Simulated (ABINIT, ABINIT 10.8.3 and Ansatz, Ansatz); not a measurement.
## Excitons of Sr2MgH6 (P-3m1): kernels and approximations

Wanted: excitons and ε₂ of Sr2MgH6 (P-3m1), with cost.

Method: PBEsol and many-body steps on it, plane waves, in ABINIT 10.8.3 and Ansatz 0.2.0.

**1. The structure**

The structure is trigonal, space group P-3m1 (No. 164). Conventional cell: a = 5.475 Å, b = 5.475 Å, c = 4.188 Å, α = 90.00°, β = 90.00°, γ = 120.00°. Nearest to Sr lie 12 H at 2.56 to 2.74 Å. Nearest to Mg lie 6 H at 1.94 Å. Nearest to H lie 1 Mg at 1.94 Å and 4 Sr at 2.56 to 2.74 Å and 6 H at 2.58 to 2.78 Å. Farther neighbours are not listed.

The cell and positions are those that the Materials Project relaxed with its own functionals (PBE, PBE+U or r2SCAN), kept fixed.

**2. Empty states on the mesh, 3×3×2 mesh, 77 bands**

This step: ABINIT 10.8.3; DFT, PBEsol, plane waves, norm-conserving pseudopotentials.

The sums over transitions need many empty states on a uniform mesh; this step solves for them.

run.abi

```
acell 3*1.0 Angstrom
rprim 
  5.475438295790 0.000000000002 0.000000000000
  -2.737719147897 4.741868661007 0.000000000000
  0.000000000000 0.000000000000 4.188467730000
ntypat 3
znucl 38 12 1
natom 9
typat 1 1 2 3 3 3 3 3 3
xred 
  0.666666666667 0.333333333333 0.263532570000
  0.333333333333 0.666666666667 0.736467430000
  0.000000000000 0.000000000000 0.000000000000
  0.823459443333 0.646918886667 0.765248350000
  0.823459443333 0.176540556667 0.765248350000
  0.353081113333 0.176540556667 0.765248350000
  0.176540556667 0.353081113333 0.234751650000
  0.176540556667 0.823459443333 0.234751650000
  0.646918886667 0.823459443333 0.234751650000
pp_dirpath "pseudos"
pseudos "Sr.upf, Mg.upf, H.upf"
ecut 38
ngkpt 3 3 2
nshiftk 1
shiftk 0 0 0
kptopt 1
chksymbreak 0
iscf -2
irdden 1
istwfk *1
nband 77
nbdbuf 6
tolwfr 1e-09
nstep 60
prtvol 0
indata_prefix "in"
outdata_prefix "out"
tmpdata_prefix "tmp"
```

Command:

```
$ OMP_NUM_THREADS=1 mpirun -n 4 abinit run.abi > log
```

Numbers of over 12 decimals in the logs are rounded to 6 here.

The log of the run:

```text
.Version 10.8.3 of ABINIT. v10.8.2 released Aug 2026.

 Symmetries : space group P-3 m 1 (#164); Bravais hP (primitive hexag.)
[... echo of the input left out ...]
== DATASET  1 ==================================================================
-   mpi_nproc: 4, omp_nthreads: 1 (-1 if OMP is not activated)

--- !DatasetInfo
iteration_state: {dtset: 1, }
dimensions: {natom: 9, nkpt: 6, mband: 77, nsppol: 1, nspinor: 1, nspden: 1, mpw: 8238, }
cutoff_energies: {ecut:  38.0, pawecutdg:  -1.0, }
[...]
0.92572    0.98478    0.98683    1.06589    1.06851    1.09563    1.12932    1.12932
   1.20326    1.22134    1.22134    1.22181    1.22181    1.25576    1.25576    1.27800
   1.27800    1.28286    1.30313    1.30701    1.30701
 prteigrs : prtvol=0 or 1, do not print more k-points.

== END DATASET(S) ==============================================================
================================================================================

 -outvars: echo values of variables after computation  --------
            nband          77
             nkpt           6
          spgroup         164
 [... the other variables as echoed above ...]

 Calculation completed.
```

The job ended after 27 s (4 MPI ranks of Arm Neoverse V2, shared host; peak memory 0.37 GiB).

This step gave:

```yaml
gap: 2.528 eV
k_of_the_valence_top: 0.3333, 0.3333, 0
k_of_the_conduction_bottom: 0, 0, 0
least_direct_gap: 2.945 eV
k_points_computed: 6
lowest_point_of_the_top_converged_band_above_the_valence_top: 28.64 eV
```

On this mesh the gap is 2.528 eV.

The density comes from a self-consistent run that is not shown.

**3. Screening, 3×3×2 mesh, 71 bands, screening to 98 eV**

The RPA dielectric matrix is built and inverted for each q.

This step: RPA screening on PBEsol, plane waves, norm-conserving pseudopotentials.

run.abi, as its differences from that of step 2:

```diff
@@ -27,10 +27,11 @@
 chksymbreak 0
-iscf -2
-irdden 1
 istwfk *1
-nband 77
-nbdbuf 6
-tolwfr 1e-09
-nstep 60
-prtvol 0
+occopt 1
+irdwfk 1
+optdriver 3
+nband 71
+ecuteps 3.6
+inclvkb 2
+awtr 1
+symchi 1
 indata_prefix "in"
```

The log of the run:

```text
.Version 10.8.3 of ABINIT. v10.8.2 released Aug 2026.

 Symmetries : space group P-3 m 1 (#164); Bravais hP (primitive hexag.)
[... echo of the input left out ...]
== DATASET  1 ==================================================================
-   mpi_nproc: 4, omp_nthreads: 1 (-1 if OMP is not activated)

--- !DatasetInfo
iteration_state: {dtset: 1, }
dimensions: {natom: 9, nkpt: 6, mband: 71, nsppol: 1, nspinor: 1, nspden: 1, mpw: 8238, }
cutoff_energies: {ecut:  38.0, pawecutdg:  -1.0, }
[...]
--------------------------------------------------------------------------------
[... chi0 elements left out ...]
 For q-point:  0.000010 0.000020 0.000030
  dielectric constant =   5.7208
  dielectric constant without local fields =   6.3675

  Average fulfillment of the sum rule on Im[epsilon] for q-point    1 :     51.53  [%]
[... wings left out ...]
  q-point number  2        q = ( 0.333333, 0.000000, 0.000000) [r.l.u.]
--------------------------------------------------------------------------------
[... chi0 elements left out ...]
  Average fulfillment of the sum rule on Im[epsilon] for q-point    2 :     62.70  [%]

 [... 4 further q-points ...]
```

Run time: 17 s. Hardware: 4 MPI ranks; peak memory 1.1 GiB.

This step gave:

```yaml
eps_infinity_with_local_fields_on_this_mesh_along_the_program_s_q_direction: 5.721
the_same_without_local_fields: 6.367
plasma_frequency: 21.36 eV
plane_waves_in_the_screening_matrix: 265
```

Local fields lower ε∞ by 10 %. On a Γ-centred mesh this coarse the value itself is usually too large, while a short band sum pulls it down.

**4. Self-energy, 3×3×2 mesh, 71 bands, screening to 98 eV**

The self-energy is evaluated for the states that the input lists, and the levels follow from it, in one-shot runs by the linearised quasiparticle equation.

This step: G0W0 on PBEsol, plane waves, norm-conserving pseudopotentials.

run.abi, as its differences from that of step 3:

```diff
@@ -30,8 +30,17 @@
 irdwfk 1
-optdriver 3
+optdriver 4
 nband 71
+gwcalctyp 0
+ecutsigx 38
+symsigma 1
+nkptgw 2
+kptgw 
+  0.3333333333 0.3333333333 0.0000000000
+  0.0000000000 0.0000000000 0.0000000000
+bdgw 
+  16 20
+  17 21
 ecuteps 3.6
-inclvkb 2
-awtr 1
-symchi 1
+irdscr 1
+ppmodel 1
 indata_prefix "in"
```

The log of the run:

```text
.Version 10.8.3 of ABINIT. v10.8.2 released Aug 2026.

 Symmetries : space group P-3 m 1 (#164); Bravais hP (primitive hexag.)
[... echo of the input left out ...]
== DATASET  1 ==================================================================
-   mpi_nproc: 4, omp_nthreads: 1 (-1 if OMP is not activated)

--- !DatasetInfo
iteration_state: {dtset: 1, }
dimensions: {natom: 9, nkpt: 6, mband: 71, nsppol: 1, nspinor: 1, nspden: 1, mpw: 8238, }
cutoff_energies: {ecut:  38.0, pawecutdg:  -1.0, }
[...]
Band     E0 <VxcDFT>   SigX SigC(E0)      Z dSigC/dE  Sig(E)    E-E0       E
[...]
20   8.503 -10.516  -4.880  -3.708   0.815  -0.227  -8.945   1.572  10.075
       21   8.503 -10.516  -4.880  -3.708   0.815  -0.227  -8.945   1.572  10.075

== END DATASET(S) ==============================================================
================================================================================

 -outvars: echo values of variables after computation  --------
           etotal      0.0000000000E+00
            nband          71
             nkpt           6
          spgroup         164
 [... the other variables as echoed above ...]

 Calculation completed.
```

Wall time 6.8 s (4 MPI ranks); peak memory 0.82 GiB.

Numbers from this step:

```
G0W0 gap on the points computed              : 4.15 eV
starting gap on the mesh                     : 2.528 eV
k of the valence top                         : 0.3333, 0.3333, 0
k of the conduction bottom                   : 0, 0, 0
least direct G0W0 gap on the computed points : 4.549 eV
```

The gap on the mesh goes from 2.53 eV to 4.15 eV, a correction of +1.62 eV.

The gap opens by 1.622 eV; the next steps shift the empty bands rigidly by 1.622 eV.

**5. Excitons**

Light makes an electron and a hole together. The Bethe-Salpeter equation adds their screened attraction and their exchange, in a window of bands around the gap.

This step: Bethe-Salpeter equation on PBEsol with a scissors shift, plane waves, norm-conserving pseudopotentials.

run.abi, as its differences from that of step 4:

```diff
@@ -30,17 +30,17 @@
 irdwfk 1
-optdriver 4
-nband 71
-gwcalctyp 0
-ecutsigx 38
-symsigma 1
-nkptgw 2
-kptgw 
-  0.3333333333 0.3333333333 0.0000000000
-  0.0000000000 0.0000000000 0.0000000000
-bdgw 
-  16 20
-  17 21
+optdriver 99
+bs_calctype 1
+mbpt_sciss 1.622 eV
+bs_loband 13
+nband 28
+bs_exchange_term 1
+bs_coulomb_term 11
+bs_coupling 0
+bs_algorithm 1
+bs_freq_mesh 0 11 0.1 eV
+zcut 0.15 eV
 ecuteps 3.6
+ecutwfn 19
+inclvkb 2
 irdscr 1
-ppmodel 1
 indata_prefix "in"
```

The log of the run:

```text
.Version 10.8.3 of ABINIT. v10.8.2 released Aug 2026.

 Symmetries : space group P-3 m 1 (#164); Bravais hP (primitive hexag.)
[... echo of the input left out ...]
== DATASET  1 ==================================================================
-   mpi_nproc: 4, omp_nthreads: 1 (-1 if OMP is not activated)

--- !DatasetInfo
iteration_state: {dtset: 1, }
dimensions: {natom: 9, nkpt: 6, mband: 28, nsppol: 1, nspinor: 1, nspden: 1, mpw: 2916, }
cutoff_energies: {ecut:  19.0, pawecutdg:  -1.0, }
electrons: {nelect:   3.60000000E+01, charge:   0.00000000E+00, occopt:   1.00000000E+00, tsmear:   1.00000000E-02, }

 Exciton: Calculation of dielectric properties by solving the Bethe-Salpeter equation
 in frequency domain and reciprocal space on a transitions basis set.
 Based on a program developed by L. Reining, V. Olevano, F. Sottile,
 S. Albrecht, and G. Onida. Incorporated in ABINIT by M. Giantomassi.

.Using double precision arithmetic ; gwpc =  8

[... cell and pseudopotentials left out ...]
--------------------------------------------------------------------------------

 ==== K-mesh for the wavefunctions ====
 Number of points in the irreducible wedge :     6
[... list of points left out ...]
 Together with 12 symmetry operations and time-reversal symmetry
 yields    18 points in the full Brillouin Zone.

 ==== Q-mesh for the screening function ====
 Number of points in the irreducible wedge :     6
[... list of points left out ...]
 Together with 12 symmetry operations and time-reversal symmetry
 yields    18 points in the full Brillouin Zone.

 vcoul_init : cutoff-mode = AUXILIARY_FUNCTION
 q-points for optical limit:   1
     1)      0.000010    0.000020    0.000030
 setmesh: FFT mesh size selected  =    25x   25x   24
          total number of points  =        15000

 ==== Fundamental parameters for the solution of the Bethe-Salpeter equation: ====
 Algorithm: Direct diagonalization.
 Dimension of the v, W matrices,  npweps  = 265
 Cutoff for the wavefunctions,    npwwfn  = 2913
 Number of k-points in the IBZ,   nkibz   = 6
 Highest empty band included,     nband   = 28
 === Spin UP ===
 Number of resonant transitions          1080
 Lowest occupied state                   13
 Highest occupied state                  18
 Lowest unoccupied state                 19
 Highest unoccupied state                28
 Minimum frequency [eV]           Emin    =   0.00
 Maximum frequency [eV]           Emax    =  11.00
 Frequency step [eV]              dE      =   0.10
 Lorentzian broadening [eV]       eta     =   0.15
 RPA L0 with KS energies and KS wavefunctions
 Scissors operator energy [eV] =          1.62
 Local fields effects (v term) included
 Excitonic effects (W term) included
 Full W_GG' included
 W is read from an external SCR file
 Resonant-only calculation (Hermitian case)

 Calculating epsilon_Macro(q-->0,w), along the following directions:
 q = (  1.426161  0.000000  0.000000) [r.l.u.]
 q = (  0.000000  1.426161  0.000000) [r.l.u.]
 q = (  0.000000  0.000000  1.259720) [r.l.u.]
 q = (  1.646789 -0.823394  0.000000) [r.l.u.]
 q = (  0.000000  1.426161  0.000000) [r.l.u.]
 q = (  0.000000  0.000000  1.259720) [r.l.u.]
 Number of electrons calculated from density =   35.9541; Expected =   36.0000
 average of density, n =  0.048992
 r_s =    1.6954
 omega_plasma =   21.3511 [eV]

. Writing resonant excitonic Hamiltonian on file out_BSR; file size=   0.01 [Gb].
 Direct diagonalization of the resonant excitonic Hamiltonian, Matrix size= 1080
. Using LAPACK sequential version.
 Excitonic eigenvalues in eV up to n=   32
   4.10527   4.10554   4.28435   4.36556   4.59508   4.70014   4.82686   4.82716
   4.98259   5.01821   5.01957   5.02021   5.13479   5.15774   5.15777   5.18694
   5.20597   5.20614   5.24212   5.24285   5.24362   5.24383   5.28949   5.31231
   5.31824   5.31861   5.35165   5.36869   5.36963   5.37989   5.38004   5.39508

 First excitonic eigenvalue=    4.11 [eV]
 Last  excitonic eigenvalue=   15.00 [eV]

 GW  direct gap       4.57  0.00 [eV]
 EXC direct gap       4.11  0.00 [eV]
 EXC binding energy   0.46  0.00 [eV]

 Excitonic eigenvalues up to the GW energy gap [eV]
  1 (  4.11  0.00)
  2 (  4.11  0.00)
  3 (  4.28  0.00)
  4 (  4.37  0.00)

 Macroscopic dielectric function:
 omega [eV] <KS_RPA_nlf>  <GW_RPA_nlf>  <BSE>
   0.0000   5.1409   0.0000   4.1204   0.0000   4.7030   0.0000
   0.1000   5.1428   0.0057   4.1212   0.0022   4.7043   0.0037
   0.2000   5.1484   0.0114   4.1233   0.0044   4.7080   0.0075
   0.3000   5.1579   0.0171   4.1270   0.0066   4.7143   0.0113
   0.4000   5.1712   0.0230   4.1322   0.0089   4.7231   0.0152
   0.5000   5.1885   0.0291   4.1388   0.0112   4.7344   0.0191
   0.6000   5.2098   0.0354   4.1470   0.0135   4.7484   0.0231
   0.7000   5.2354   0.0419   4.1568   0.0158   4.7652   0.0272
   0.8000   5.2655   0.0488   4.1681   0.0182   4.7847   0.0315
   0.9000   5.3002   0.0561   4.1810   0.0207   4.8071   0.0360

 Writing KS-RPA macroscopic dielectric function without local fields to file: out_RPA_NLF_MDF
 Writing GW-RPA macroscopic dielectric function without local fields to file: out_GW_NLF_MDF
 Writing EXC Macroscopic dielectric function to file: out_EXC_MDF

== END DATASET(S) ==============================================================
================================================================================

 -outvars: echo values of variables after computation  --------
           etotal      0.0000000000E+00
            nband          28
             nkpt           6
          spgroup         164
 [... the other variables as echoed above ...]

 Calculation completed.
```

Elapsed: 31 s, on 4 MPI ranks; peak memory 0.49 GiB.

Numbers from this step:

```
direct gap of the transition levels                            : 4.567 eV
transitions in the window                                      : 1080
first strong exciton (over a fiftieth of the strongest listed) : 4.284 eV
lowest state                                                   : 4.105 eV
binding of the lowest state below the direct gap               : 0.4613 eV
Coulomb term of one mesh cell                                  : 0.5715 eV
```

The binding is 0.81 times the screened Coulomb term of one mesh cell (0.57 eV), so it is not shown settled.

The lowest state lies at 4.105 eV, 0.461 eV under the direct gap.

Lines within 3 meV are set at the lowest of them, and the highest group, which the list may cut short, is left out. Lines of the exciton spectrum (strongest = 100):

```
position (eV)  lines merged  oscillator strength, relative
        4.105             2                            0.0
        4.284             1                            100
        4.366             1                            0.0
        4.595             1                            0.0
        4.700             1                            4.3
        4.827             2                            0.0
        4.983             1                            0.0
        5.018             3                             54
        5.135             1                             70
        5.158             2                            0.1
```

The ε₂ has structure finer than the step of the table below, so its rows give means over 0.25 eV, whole bins alone (the curve runs from 0 to 10.9 eV). Peaks (eV: height): BSE 4.300: 11.5, 5.200: 17.7; no electron-hole interaction 4.800: 5.02, 5.800: 15.6, 7.600: 7.00, 8.100: 7.51; Kohn-Sham, no shift 3.200: 5.18, 4.200: 15.3, 6.400: 7.38.

Mean over the three Cartesian directions of q; broadening 0.15 eV; transition window only. Limits: finite bands, cutoff and mesh; no spin-orbit coupling; coarse k mesh; exciton not shown settled in the k mesh. ε₂ against photon energy; means over each step:

```
photon energy (eV)      BSE  no electron-hole interaction  Kohn-Sham, no shift
              0.25  0.00943                       0.00553               0.0143
              0.50   0.0191                        0.0112               0.0292
              0.75   0.0294                        0.0170               0.0455
              1.00   0.0407                        0.0233               0.0640
              1.25   0.0533                        0.0301               0.0862
              1.50   0.0679                        0.0376                0.114
              1.75   0.0854                        0.0461                0.151
              2.00    0.107                        0.0559                0.203
              2.25    0.134                        0.0674                0.285
              2.50    0.170                        0.0814                0.437
              2.75    0.221                        0.0988                0.807
              3.00    0.296                         0.121                 2.32
              3.25    0.418                         0.151                 4.19
              3.50    0.648                         0.193                 2.64
              3.75     1.19                         0.256                 3.88
              4.00     3.32                         0.364                 9.53
              4.25     9.03                         0.589                 13.6
              4.50     5.81                          1.32                 9.47
              4.75     5.30                          3.80                 6.43
              5.00     12.8                          3.30                 4.98
              5.25     15.3                          2.86                 5.44
              5.50     7.59                          6.03                 5.27
              5.75     5.70                          13.2                 5.28
              6.00     5.27                          11.6                 6.33
              6.25     5.81                          7.63                 5.87
              6.50     6.09                          5.58                 6.85
              6.75     4.63                          4.98                 4.75
              7.00     5.32                          5.64                 4.47
              7.25     4.90                          4.91                 3.58
              7.50     4.66                          6.19                 2.49
              7.75     3.99                          5.74                 2.28
              8.00     2.68                          6.77                 2.44
              8.25     2.39                          5.80                 2.65
              8.50     2.00                          4.43                 2.00
              8.75     1.66                          4.23                 2.67
              9.00     1.41                          2.84                 2.22
              9.25     1.71                          2.40                 1.96
              9.50     1.75                          2.23                 1.88
              9.75     1.94                          2.77                 1.49
             10.00     2.47                          2.17                 1.12
             10.25     1.66                          2.34                 1.07
             10.50     1.49                          2.55                0.846
             10.75     1.09                          2.02                0.532
```

[end of part 1 of 3]

[Paths, hosts, dates, memory and timing lines, banners, echoed tables and standing remarks are left out of the program output.]

[Logs are printed without paths, hosts, clocks, repeated set-up lines and the standing remarks that a program may print on its own settings, such as how far it seeks lower states.]

[Runs of the session that timed out or met a known fault of the program may be left out.]

[Hosts, paths, dates, database ids (printed as entryN), source tags and the programs' standing remarks are cut or masked in the printed files.]

[G0W0 gaps are taken among the corrected bands and points alone; a level outside them can change the order at an edge.]

[Where Ansatz stands beside ABINIT at settings called matched, ABINIT's density can come from a denser mesh and the files from another edition; pairs whose starting gaps differed by over 0.03 eV were left out, so agreement reads better than it is.]
